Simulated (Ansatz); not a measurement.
# Sr on Hf(0001): change of the work function

Aim: the work function of Hf(0001) at several coverages of Sr (top site), and the dipole that each adsorbate carries.

Calculated with Ansatz 0.2.0; plane-wave DFT, PBEsol, Ansatz PAW.

## (1) Set-up

The cell holds 4 atoms: 4 Hf. Cell: a = 3.200 Å, b = 3.200 Å, c = 25.594 Å, α = 90.0°, β = 90.0°, γ = 60.0°. Vacuum lies along c.

## (2) The clean slab

The bare slab comes first, as the zero from which every change is counted. The two lowest layers are held at bulk places and the upper ones relax. The dipole correction removes the false field that a one-sided slab makes across the periodic vacuum, so each face gets a flat vacuum level of its own.

Input file input.yaml:

```yaml
crystal:
  lattice:
    - [3.2, 0.0, 0.0]
    - [1.6, 2.7712812921, 0.0]
    - [0.0, 0.0, 25.5936]
  atoms:
    - { symbol: Hf, position: [0.6666666667, 0.6666666667, 0.3516504126] }
    - { symbol: Hf, position: [0.0, 0.0, 0.4505501375] }
    - { symbol: Hf, position: [0.6666666667, 0.6666666667, 0.5494498625] }
    - { symbol: Hf, position: [0.0, 0.0, 0.6483495874] }
kpoints:
  mp_grid: { grid: [11, 11, 1] }
hamiltonian:
  xc: pbesol
scf:
  occupations: { method: fermi_dirac, width: 0.1 }
  convergence: { dr2_threshold: 1.0e-08 }
efield:
  axis: 3
  dipole_correction: true
  ramp_position: 0.97
  ramp_width: 0.06
relax:
  f_tol: 0.02
  max_steps: 60
  constraints: [{ sites: [0, 1] }]
output:
  write_potential: true
  write_density: true
  volumetric_format: npy
```

Launch:

```sh
$ ansatz run input.yaml --threads 4 --pin off --max-ram 12288MiB --backend cpu --events-out ev --progress --plain --runs-dir out
```

Numbers of over 12 decimals in the logs are rounded to 6 here.

The log of the run:

```text
Engine: ansatz 0.2.0, aarch64-unknown-linux-gnu
Pseudopotentials: kind: paw
Pseudopotential: Hf, paw, valence charge 26, recommended cutoff 420 eV (normal), Hf.paw.azcp
Functional definition: PBEsol
  exchange = pbesol_x
  correlation = pbesol_c
Crystal: 4 atoms, lattice volume = 226.967 Å³
Basis set: ecut = 420 eV, 4501 PW (Γ), exchange–correlation on 48×48×360 points (8 copies of the dense FFT grid, shifted against one another)
Bands: 63, of which v1, the nominal top of the filled ones, is band 52 counted from 1 (51 counted from 0)
Symmetry: 6 space group operations
k-points: 16 of 121 (time reversal used)
Non-local potential: Hf, projectors of the file, l = 0: 3, l = 1: 2, l = 2: 2, l = 3: 3
PAW form: soft (Blöchl's): semilocal exchange-correlation on the pseudo side does not see the compensation charge
PAW frozen core: Hf, regenerated for the run's functional, and the local potential with it (the file was generated under x = pbe(κ = 0.804, μ = 0.219515), c = pbe(β = 0.066725))
PAW one-centre angular grid: Hf, 590 points (default); XC on 64 Gauss nodes
Initial density: superposition of atomic densities (neutral atoms: chi_scale 0, normalization atom), corrected by the library's trained network
Initial wavefunctions: pseudopotential atomic-orbital guess
Functional: x = pbesol(κ = 0.804, μ = 0.123457), c = pbesol(β = 0.046)
SCF iter   1: F=—  HF=-62389.974376 eV  |F-HF|=—  |Δ(HF+E_count)|=         —  Δρ=7.48e-3  dr2=3.00e0  ethr=1.77e-3  p=0.000 e·Å  D=2.71e-14 V/Å  ΔV_dip=-0.00 eV  dr2_dipole=1.76e-8  V_vac-E_F(+/−)=4.62/4.62 eV  ⟨swp⟩=5.5  Hψ=3316  notcnv=0
efield: sawtooth ramp at fractional position 0.9700 (set: `efield.ramp_position`, or a place that a band, a saddle search or an elastic batch's reference lends), width 0.0600; the density the first Hamiltonian is built on has a dipole p = 0.000 e·Å; the dipole correction subtracts the counter field D = 2.71e-14 V/Å, which shifts the + side's vacuum level by -0.00 eV against the − side's; the planar-averaged density in the ramp window peaks in size at 2.6e-5 e/Å³
preconditioner: auto → LDOS  [metal: Δε(μ)=0.007 eV  Ē_g=17.039 eV  σ=0.100 eV  W_gap=0.02  n_scr=60 (ndim 8)  ℏωp=24.1 eV  f_vac=0.553  D(μ)=6.13/eV (n_scr^D=18)  β→1.0]
SCF iter   2: F=—  HF=-62389.899407 eV  |F-HF|=—  |Δ(HF+E_count)|=   7.50e-2  Δρ=2.58e-3  dr2=1.12e-1  ethr=1.77e-3  p=0.000 e·Å  D=1.61e-5 V/Å  ΔV_dip=-0.00 eV  dr2_dipole=3.68e-9  V_vac-E_F(+/−)=4.41/4.41 eV  ⟨swp⟩=2.0  Hψ=1285  notcnv=0  defer=4
SCF iter   3: F=—  HF=-62389.893542 eV  |F-HF|=—  |Δ(HF+E_count)|=   5.87e-3  Δρ=1.43e-3  dr2=1.69e-2  ethr=1.08e-4  p=0.000 e·Å  D=3.66e-6 V/Å  ΔV_dip=-0.00 eV  dr2_dipole=1.53e-7  V_vac-E_F(+/−)=4.46/4.46 eV  ⟨swp⟩=2.0  Hψ=1943  notcnv=0  defer=4
SCF iter   4: F=—  HF=-62389.891352 eV  |F-HF|=—  |Δ(HF+E_count)|=   2.19e-3  Δρ=3.35e-4  dr2=1.14e-3  ethr=1.62e-5  p=0.000 e·Å  D=3.18e-6 V/Å  ΔV_dip=-0.00 eV  dr2_dipole=4.90e-10  V_vac-E_F(+/−)=4.44/4.44 eV  ⟨swp⟩=2.0  Hψ=1806  notcnv=0  defer=4
SCF iter   5: F=—  HF=-62389.891379 eV  |F-HF|=—  |Δ(HF+E_count)|=   2.66e-5  Δρ=1.48e-4  dr2=8.72e-5  ethr=1.10e-6  p=0.000 e·Å  D=2.27e-6 V/Å  ΔV_dip=-0.00 eV  dr2_dipole=3.39e-9  V_vac-E_F(+/−)=4.44/4.44 eV  ⟨swp⟩=2.0  Hψ=1571  notcnv=0  defer=4
SCF iter   6: F=—  HF=-62389.891410 eV  |F-HF|=—  |Δ(HF+E_count)|=   3.16e-5  Δρ=5.95e-5  dr2=1.18e-5  ethr=8.39e-8  p=0.000 e·Å  D=1.57e-6 V/Å  ΔV_dip=-0.00 eV  dr2_dipole=4.17e-10  V_vac-E_F(+/−)=4.44/4.44 eV  ⟨swp⟩=2.2  Hψ=1663  notcnv=0  defer=4
SCF iter   7: F=—  HF=-62389.891422 eV  |F-HF|=—  |Δ(HF+E_count)|=   1.22e-5  Δρ=2.01e-5  dr2=9.86e-7  ethr=1.14e-8  p=0.000 e·Å  D=8.40e-7 V/Å  ΔV_dip=-0.00 eV  dr2_dipole=7.52e-11  V_vac-E_F(+/−)=4.43/4.43 eV  ⟨swp⟩=2.6  Hψ=1838  notcnv=0  defer=4
SCF iter   8: F=—  HF=-62389.891294 eV  |F-HF|=—  |Δ(HF+E_count)|=   1.29e-4  Δρ=7.94e-6  dr2=3.69e-7  ethr=9.49e-10  p=0.000 e·Å  D=4.76e-7 V/Å  ΔV_dip=-0.00 eV  dr2_dipole=6.55e-11  V_vac-E_F(+/−)=4.43/4.43 eV  ⟨swp⟩=2.4  Hψ=1914  notcnv=0  defer=4
SCF iter   9: F=—  HF=-62389.891294 eV  |F-HF|=—  |Δ(HF+E_count)|=   3.31e-7  Δρ=2.86e-6  dr2=1.85e-8  ethr=3.55e-10  p=0.000 e·Å  D=3.08e-7 V/Å  ΔV_dip=-0.00 eV  dr2_dipole=8.50e-12  V_vac-E_F(+/−)=4.43/4.43 eV  ⟨swp⟩=2.0  Hψ=1593  notcnv=0  defer=4
SCF iter  10: F=-62389.891294 eV  HF=-62389.891294 eV  |F-HF|=2.37e-8  |Δ(HF+E_count)|=   8.02e-8  Δρ=1.25e-6  dr2=3.99e-9  ethr=9.62e-12  p=0.000 e·Å  D=1.93e-7 V/Å  ΔV_dip=-0.00 eV  dr2_dipole=1.48e-14  V_vac-E_F(+/−)=4.43/4.43 eV  ⟨swp⟩=9.9  Hψ=8041  notcnv=0
SCF 1 converged in 10 iterations: F = -62389.891294 eV  dr2 = 3.99e-9
  greatest PAW one-centre occupation: 0.998 electrons in one spin orbital (limit 2), on the Hf atom at site 0 (counted from 0), in its partial waves of l = 3
relax step   1: F+E_penalty+E_count = -62389.89129406 eV  Δ(F+E_penalty+E_count) = +0.000e0 eV  max|allowed force component| = 8.354e-1 eV/Å  Δτ_max = 0.0000 Å  (10 SCF iters, accepted)
Initial density: handed on by an earlier stage of this run
Initial wavefunctions: those handed on with the density
iter 1 solved again at ethr=1.52e-3 eV; its pass at ethr=3.10e-3 eV (dr2=1.58e0 eV) is discarded
SCF iter   1: F=—  HF=-62390.088586 eV  |F-HF|=—  |Δ(HF+E_count)|=         —  Δρ=8.47e-3  dr2=1.70e0  ethr=1.52e-3  p=0.000 e·Å  D=1.92e-7 V/Å  ΔV_dip=-0.00 eV  dr2_dipole=1.77e-1  V_vac-E_F(+/−)=4.46/4.46 eV  ⟨swp⟩=1.0  Hψ=3349  notcnv=0  defer=5
efield: sawtooth ramp at fractional position 0.9700 (set: `efield.ramp_position`, or a place that a band, a saddle search or an elastic batch's reference lends), width 0.0600; the density the first Hamiltonian is built on has a dipole p = 0.000 e·Å; the dipole correction subtracts the counter field D = 1.92e-7 V/Å, which shifts the + side's vacuum level by -0.00 eV against the − side's; the planar-averaged density in the ramp window peaks in size at 1.3e-7 e/Å³
preconditioner: auto → LDOS  [metal: Δε(μ)=0.059 eV  Ē_g=17.070 eV  σ=0.100 eV  W_gap=0.15  n_scr=60 (ndim 8)  ℏωp=24.1 eV  f_vac=0.561  D(μ)=4.99/eV (n_scr^D=16)  β→1.0]
SCF iter   2: F=—  HF=-62389.999196 eV  |F-HF|=—  |Δ(HF+E_count)|=   8.94e-2  Δρ=5.90e-3  dr2=3.64e-1  ethr=1.52e-3  p=0.015 e·Å  D=1.19e-2 V/Å  ΔV_dip=-0.31 eV  dr2_dipole=2.10e-5  V_vac-E_F(+/−)=4.13/4.44 eV  ⟨swp⟩=3.1  Hψ=1664  notcnv=0  defer=5
SCF iter   3: F=—  HF=-62389.958330 eV  |F-HF|=—  |Δ(HF+E_count)|=   4.09e-2  Δρ=2.39e-3  dr2=3.66e-2  ethr=3.50e-4  p=0.007 e·Å  D=5.90e-3 V/Å  ΔV_dip=-0.15 eV  dr2_dipole=8.64e-4  V_vac-E_F(+/−)=4.30/4.45 eV  ⟨swp⟩=2.9  Hψ=2067  notcnv=0  defer=8
[...]
SCF iter   6: F=—  HF=-62389.985412 eV  |F-HF|=—  |Δ(HF+E_count)|=   6.19e-7  Δρ=3.02e-5  dr2=4.28e-6  ethr=1.01e-7  p=0.003 e·Å  D=2.58e-3 V/Å  ΔV_dip=-0.07 eV  dr2_dipole=9.17e-7  V_vac-E_F(+/−)=4.39/4.45 eV  ⟨swp⟩=2.1  Hψ=1583  notcnv=0  defer=7
SCF iter   7: F=—  HF=-62389.985288 eV  |F-HF|=—  |Δ(HF+E_count)|=   1.24e-4  Δρ=1.16e-5  dr2=6.73e-7  ethr=4.12e-9  p=0.003 e·Å  D=2.43e-3 V/Å  ΔV_dip=-0.06 eV  dr2_dipole=5.51e-9  V_vac-E_F(+/−)=4.39/4.45 eV  ⟨swp⟩=2.3  Hψ=1744  notcnv=0  defer=7
SCF iter   8: F=—  HF=-62389.985288 eV  |F-HF|=—  |Δ(HF+E_count)|=   4.90e-7  Δρ=4.38e-6  dr2=2.57e-7  ethr=6.47e-10  p=0.003 e·Å  D=2.34e-3 V/Å  ΔV_dip=-0.06 eV  dr2_dipole=4.78e-8  V_vac-E_F(+/−)=4.39/4.45 eV  ⟨swp⟩=2.2  Hψ=1619  notcnv=0  defer=7
SCF iter   9: F=—  HF=-62389.985288 eV  |F-HF|=—  |Δ(HF+E_count)|=   4.95e-8  Δρ=1.63e-6  dr2=2.02e-8  ethr=2.47e-10  p=0.003 e·Å  D=2.30e-3 V/Å  ΔV_dip=-0.06 eV  dr2_dipole=2.50e-10  V_vac-E_F(+/−)=4.39/4.45 eV  ⟨swp⟩=2.6  Hψ=1612  notcnv=0  defer=7
SCF iter  10: F=-62389.985288 eV  HF=-62389.985288 eV  |F-HF|=1.71e-9  |Δ(HF+E_count)|=   1.29e-8  Δρ=8.67e-7  dr2=3.73e-9  ethr=9.62e-12  p=0.003 e·Å  D=2.28e-3 V/Å  ΔV_dip=-0.06 eV  dr2_dipole=4.42e-12  V_vac-E_F(+/−)=4.39/4.45 eV  ⟨swp⟩=10.8  Hψ=8260  notcnv=0
SCF 3 converged in 10 iterations: F = -62389.985288 eV  dr2 = 3.73e-9
relax step   3: F+E_penalty+E_count = -62389.98528848 eV  Δ(F+E_penalty+E_count) = -3.274e-2 eV  max|allowed force component| = 1.518e-1 eV/Å  Δτ_max = 0.0745 Å  (10 SCF iters, accepted)
SCF iter   1: F=—  HF=-62389.988192 eV  |F-HF|=—  |Δ(HF+E_count)|=         —  Δρ=8.59e-4  dr2=3.04e-2  ethr=2.91e-4  p=0.003 e·Å  D=2.28e-3 V/Å  ΔV_dip=-0.06 eV  dr2_dipole=6.63e-3  V_vac-E_F(+/−)=4.39/4.45 eV  ⟨swp⟩=2.0  Hψ=1439  notcnv=0  defer=7
efield: sawtooth ramp at fractional position 0.9700 (set: `efield.ramp_position`, or a place that a band, a saddle search or an elastic batch's reference lends), width 0.0600; the density the first Hamiltonian is built on has a dipole p = 0.003 e·Å; the dipole correction subtracts the counter field D = 2.28e-3 V/Å, which shifts the + side's vacuum level by -0.06 eV against the − side's; the planar-averaged density in the ramp window peaks in size at 1.3e-7 e/Å³
preconditioner: auto → LDOS  [metal: Δε(μ)=0.039 eV  Ē_g=17.013 eV  σ=0.100 eV  W_gap=0.10  n_scr=60 (ndim 8)  ℏωp=24.1 eV  f_vac=0.557  D(μ)=5.48/eV (n_scr^D=16)  β→1.0]
SCF iter   2: F=—  HF=-62389.987132 eV  |F-HF|=—  |Δ(HF+E_count)|=   1.06e-3  Δρ=5.04e-4  dr2=1.90e-3  ethr=2.92e-5  p=0.004 e·Å  D=2.79e-3 V/Å  ΔV_dip=-0.07 eV  dr2_dipole=1.31e-5  V_vac-E_F(+/−)=4.38/4.45 eV  ⟨swp⟩=2.0  Hψ=1229  notcnv=0  defer=7
SCF iter   3: F=—  HF=-62389.986984 eV  |F-HF|=—  |Δ(HF+E_count)|=   1.48e-4  Δρ=2.76e-4  dr2=4.66e-4  ethr=1.83e-6  p=0.003 e·Å  D=2.63e-3 V/Å  ΔV_dip=-0.07 eV  dr2_dipole=9.04e-7  V_vac-E_F(+/−)=4.39/4.45 eV  ⟨swp⟩=2.0  Hψ=1771  notcnv=0  defer=7
SCF iter   4: F=—  HF=-62389.986897 eV  |F-HF|=—  |Δ(HF+E_count)|=   8.75e-5  Δρ=4.97e-5  dr2=1.58e-5  ethr=4.48e-7  p=0.003 e·Å  D=2.75e-3 V/Å  ΔV_dip=-0.07 eV  dr2_dipole=7.69e-9  V_vac-E_F(+/−)=4.38/4.45 eV  ⟨swp⟩=2.0  Hψ=1744  notcnv=0  defer=7
SCF iter   5: F=—  HF=-62389.986903 eV  |F-HF|=—  |Δ(HF+E_count)|=   6.33e-6  Δρ=2.10e-5  dr2=4.04e-6  ethr=1.52e-8  p=0.004 e·Å  D=2.83e-3 V/Å  ΔV_dip=-0.07 eV  dr2_dipole=1.16e-6  V_vac-E_F(+/−)=4.38/4.45 eV  ⟨swp⟩=2.0  Hψ=1610  notcnv=0  defer=7
SCF iter   6: F=—  HF=-62389.986775 eV  |F-HF|=—  |Δ(HF+E_count)|=   1.28e-4  Δρ=5.83e-6  dr2=1.55e-7  ethr=3.89e-9  p=0.004 e·Å  D=2.86e-3 V/Å  ΔV_dip=-0.07 eV  dr2_dipole=7.45e-8  V_vac-E_F(+/−)=4.38/4.45 eV  ⟨swp⟩=2.1  Hψ=1458  notcnv=0  defer=7
SCF iter   7: F=—  HF=-62389.986775 eV  |F-HF|=—  |Δ(HF+E_count)|=   2.12e-7  Δρ=2.09e-6  dr2=1.45e-8  ethr=1.49e-10  p=0.004 e·Å  D=2.89e-3 V/Å  ΔV_dip=-0.07 eV  dr2_dipole=4.56e-9  V_vac-E_F(+/−)=4.38/4.45 eV  ⟨swp⟩=2.2  Hψ=1700  notcnv=0  defer=7
SCF iter   8: F=-62389.986775 eV  HF=-62389.986775 eV  |F-HF|=2.83e-9  |Δ(HF+E_count)|=   2.20e-8  Δρ=6.81e-7  dr2=7.34e-9  ethr=9.62e-12  p=0.004 e·Å  D=2.90e-3 V/Å  ΔV_dip=-0.07 eV  dr2_dipole=1.89e-9  V_vac-E_F(+/−)=4.38/4.45 eV  ⟨swp⟩=10.2  Hψ=8134  notcnv=0
SCF 4 converged in 8 iterations: F = -62389.986775 eV  dr2 = 7.34e-9
relax step   4: F+E_penalty+E_count = -62389.98677525 eV  Δ(F+E_penalty+E_count) = -1.487e-3 eV  max|allowed force component| = 1.734e-2 eV/Å  Δτ_max = 0.0171 Å  (8 SCF iters, accepted)
NSCF: frozen V_eff on 16 k-points
the band table was solved once a step of the walk had ended and its energy, with any forces and stress, was formed, with the checks that follow a solve (4632 applications of the Hamiltonian). They found nothing against the state; the energy, forces and stress were not computed again (output.eigenvalues in the input reference)
WARN: The output density's exchange-correlation potential varies sharply where the density is thin. Do not read a vacuum level from v_tot or v_xc, or from such a field of the output density. On a cell that repeats whose density bears no net charge and no dipole along the vacuum's axis use v_es (v_loc + v_h of the components); under efield.dipole_correction with no amplitude use v_es + v_field, which holds any externa [...]
SCF converged after 8 iterations
Free energy (F): -62389.986775 eV
Harris-Foulkes:  -62389.986775 eV  (|F-HF|=2.83e-9)
Internal energy: -62389.805389 eV  (E = F + TS)
E sigma→0 (E₀):  -62389.896082 eV
Entropy (-TS):   -0.181386 eV (-45.346 meV/atom)
Fermi energy:    5.209116 eV
Dipole field:    D = 0.002845 V/Å  (p = 0.003568 e·Å, saw-weighted, corrected)
Work function:   Φ+ = 4.3800 eV   Φ− = 4.4528 eV
Levels:          The Fermi level and band energies are counted from a zero that moves with the ramp; work functions are not
--- Per-component energies (eV) ---
  E_band       = -1381.871949
  E_kinetic    = 1695.040697
  E_local      = -201465.093553  (includes V_loc(G=0)·N_el)
  E_nonlocal   = -4955.113913
  E_hartree    = 99363.512008
  E_xc         = -1188.174697
  E_vxc        = -1060.010986  (∫ρ·V_xc dr)
  E_paw        = -27228.835471  (= ΣΔE_a)
  E_vpaw       = 5676.277599  (= ΣTr[D̂ρ^β])
  E_aug_tail   = -0.000005  (compensation charges beyond the density's cutoff)
  E_efield     = 0.000005  (sawtooth field / dipole correction)
  E_vefield    = 0.008277  (∫n·V_field dr)
  E_ewald      = 71383.855173
  E_core_change = 5.004366  (= ΣΔE_core)
  E_smearing   = -0.181386  (= −TS)
  E_closure    = 0.000000  (closes the sum)
  Σ components = -62389.986775   (vs F -62389.986775, Δ=0.00e0)
--- Forces (eV/Å), atoms counted from 1 ---
  atom   1  Hf     0.00000000     0.00000000     0.90013242
  atom   2  Hf     0.00000000    -0.00000000    -0.88841087
  atom   3  Hf    -0.00000000     0.00000000    -0.01733799
  atom   4  Hf    -0.00000000    -0.00000000     0.00566259
  max |Σ_I F_I| component: 4.61e-5 eV/Å
--- Band table (eV; the first three rows and the last of 16) ---
  k-point 0: bands = [... 48 lower, 4.9863, 5.2374, 5.7401, 5.9959, 6.2063, 6.2063, 6.3168, 6.3168, ... 7 higher]
  k-point 1: bands = [... 48 lower, 4.8782, 5.1667, 5.5192, 5.7660, 6.0282, 6.1069, 6.3889, 6.4347, ... 7 higher]
  k-point 2: bands = [... 48 lower, 4.5029, 4.7976, 4.9872, 5.3689, 5.5244, 5.8859, 6.2654, 6.5652, ... 7 higher]
  k-point 15: bands = [... 48 lower, 3.7945, 4.1738, 4.2933, 5.0136, 5.1961, 5.4670, 5.4815, 5.6903, ... 7 higher]
--- Relaxed structure (4 steps of the walk, 4 accepted, 0 SCFs on fresh bases) ---
  F+E_penalty+E_count = -62389.98677525 eV   max|allowed force component| = 1.734e-2 eV/Å
  atoms:
    - { symbol: Hf, position: [0.666667, 0.666667, 0.3516504126] }
    - { symbol: Hf, position: [0.0, 0.0, 0.4505501375] }
    - { symbol: Hf, position: [0.666667, 0.666667, 0.551250] }
    - { symbol: Hf, position: [0, 0, 0.642183] }
```

The job ended after 26 s (4 threads of Arm Neoverse V1, shared host; peak memory 0.69 GiB; 100 s of CPU time).

Relaxation path:

```
step  energy less that of the first step (eV)  largest force component (eV/Å)
   1                                   0.0000                          0.8354
   2                                  -0.0613                          0.8080
   3                                  -0.0940                          0.1518
   4                                  -0.0955                          0.0173
```

The run keeps the 6 symmetry operations that it works with, so distortions that break them were not tested.

The atoms that moved most (Å):

```
atom     dx     dy      dz  length
 Hf4  0.000  0.000  -0.158   0.158
 Hf3  0.000  0.000   0.046   0.046
```

Final coordinates:

```xyz
4
Lattice="3.2000 0.0000 0.0000 1.6000 2.7713 0.0000 0.0000 0.0000 25.5936" Properties=species:S:1:pos:R:3
Hf    3.2000    1.8475    9.0000
Hf    0.0000    0.0000   11.5312
Hf    3.2000    1.8475   14.1085
Hf    0.0000    0.0000   16.4358
```

Numbers from this step:

```
energy at zero smearing        : -62389.8961 eV
work function, upper face      : 4.380 eV
work function, lower face      : 4.453 eV
dipole along the normal        : 0.003568 e·Å
step between the vacuum levels : -0.07281 eV
```

Running mean over 2.5312 Å of the planar mean; the ramp of the sawtooth is left out. Table of electron's electrostatic potential energy less the Fermi level by z:

```
z (Å)  electron's electrostatic potential energy less the Fermi level (eV)
  3.0                                                                 4.45
  3.5                                                                 4.45
  4.0                                                                 4.45
  4.5                                                                 4.45
  5.0                                                                 4.43
  5.5                                                                 4.37
  6.0                                                                 4.21
  6.5                                                                 3.73
  7.0                                                                 2.40
  7.5                                                               -0.471
  8.0                                                                -3.95
  8.5                                                                -6.50
  9.0                                                                -7.30
  9.5                                                                -7.29
 10.0                                                                -7.18
 10.5                                                                -7.12
 11.0                                                                -7.13
 11.5                                                                -7.15
 12.0                                                                -7.09
 12.5                                                                -6.97
 13.0                                                                -6.93
 13.5                                                                -7.01
 14.0                                                                -7.20
 14.5                                                                -7.67
 15.0                                                                -8.28
 15.5                                                                -8.37
 16.0                                                                -7.92
 16.5                                                                -7.38
 17.0                                                                -6.27
 17.5                                                                -3.53
 18.0                                                              -0.0759
 18.5                                                                 2.60
 19.0                                                                 3.75
 19.5                                                                 4.17
 20.0                                                                 4.31
 20.5                                                                 4.36
 21.0                                                                 4.37
 21.5                                                                 4.38
 22.0                                                                 4.38
 22.5                                                                 4.38
```

The relaxation took 4 steps and lowered the energy by 0.095 eV; the largest force on the free atoms ends at 0.017 eV/Å.

The work function of the upper face is 4.38 eV.

(Part 1 of 5 ends here.)

[Logs are printed without paths, hosts, clocks, repeated set-up lines and the standing remarks that a program may print on its own settings, such as how far it seeks lower states.]

[Hosts, paths, dates, database ids (printed as entryN), source tags and the programs' standing remarks are cut or masked in the printed files.]

[Maps of the electrostatic potential energy from Ansatz leave out the sawtooth potential of an applied field or a dipole correction, so their vacuum need not be flat; planar profiles and work functions include it.]
